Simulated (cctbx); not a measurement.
**Interatomic vectors of TbTi2Co2**

Space group P4/nmm (no. 129, origin choice 1), a = 4.0390 Å, b = 4.0390 Å, c = 9.5050 Å, α = 90.00°, β = 90.00°, γ = 90.00°, content Tb2 Co4 Ti4.

The data are simulated with cctbx, not measured: Cu Kα, λ = 1.54184 Å, to d = 0.8 Å, 80 % of the full sphere, strongest reflection 5000 counts, noise from counting, a 3 % proportional error and a noise floor of 2 counts (s.d.); no absorption, some extinction.

Patterson synthesis from sharpened amplitudes, origin scaled to 1000:

```text
Patterson group P 4/m m m
      u       v       w   height  length (A)
  0.000   0.000   0.000   1000.0     0.00
  0.500   0.500   0.500    783.1     5.54
  0.000   0.500   0.251    428.3     3.12
  0.000   0.000   0.375    394.4     3.56
  0.500   0.500   0.125    367.8     3.09
  0.500   0.500   0.000    169.9     2.86
  0.000   0.000   0.500    160.4     4.75
  0.000   0.500   0.388    138.4     4.21
  0.000   0.500   0.121    125.6     2.32
  0.000   0.000   0.214     77.4     2.04
  0.500   0.500   0.264     64.4     3.80
  0.500   0.500   0.309     59.1     4.10
  0.000   0.185   0.088     48.5     1.12
  0.200   0.500   0.500     45.5     5.23
```

Q: Assign the vectors.

A peak at u stands for all pairs with xi − xj = u, with weight Σ ZiZj against Σ Z² = 13302 at the origin. Peak heights follow these weights only roughly, since form factors, motion and series ripples differ, all vectors within 0.55 Å of a peak are counted as merged into it though the farther ones add only part of their weight, and F(000) is left out, which lowers the whole map:

| u | v | w | shortest length (Å) | height | 1000 ΣZiZj/ΣZ² | pairs in the cell |
| --- | --- | --- | --- | --- | --- | --- |
| 0.500 | 0.500 | 0.500 | 5.54 | 783 | 992 | 2 × Tb–Tb, 8 × Co–Ti |
| 0.000 | 0.500 | 0.251 | 3.13 | 428 | 479 | 2 × Tb–Co, 2 × Tb–Ti |
| 0.000 | 0.000 | 0.375 | 3.56 | 394 | 479 | 2 × Tb–Co, 2 × Tb–Ti |
| 0.500 | 0.500 | 0.125 | 3.09 | 368 | 479 | 2 × Tb–Co, 2 × Tb–Ti |
| 0.500 | 0.500 | 0.000 | 2.86 | 170 | 182 | 2 × Co–Co, 2 × Ti–Ti |
| 0.000 | 0.000 | 0.500 | 4.75 | 160 | 179 | 4 × Co–Ti |
| 0.000 | 0.500 | 0.388 | 4.20 | 138 | 182 | 2 × Co–Co, 2 × Ti–Ti |
| 0.000 | 0.500 | 0.121 | 2.32 | 126 | 179 | 4 × Co–Ti |
| 0.000 | 0.000 | 0.214 | 2.03 | 77 | 89 | 2 × Co–Ti |
| 0.500 | 0.500 | 0.264 | 3.80 | 64 | 91 | 1 × Co–Co, 1 × Ti–Ti |

The table stops at ten peaks or at a height of 45, below which ripples compete. In the model behind the data Tb, the heaviest element, has 1 independent site: (1/2, 0, 0.7388), up to an allowed shift of origin; the Tb–Tb vectors are differences of these positions and their symmetry mates. The whole model:

```
atom  mult.    x    y       z  Ueq (Å²)
 Tb1      2  1/2    0  0.7388    0.0105
 Co1      2    0    0       0    0.0101
 Co2      2    0  1/2  0.6288    0.0123
 Ti1      2    0    0     1/2    0.0098
 Ti2      2    0  1/2  0.8734    0.0073
```

The model was made for the exercise: a known structure type with other elements put in, its volume estimated, not relaxed; displacement parameters are assumed.

[Logs are printed without paths, hosts, clocks, repeated set-up lines and the standing remarks that a program may print on its own settings, such as how far it seeks lower states.]
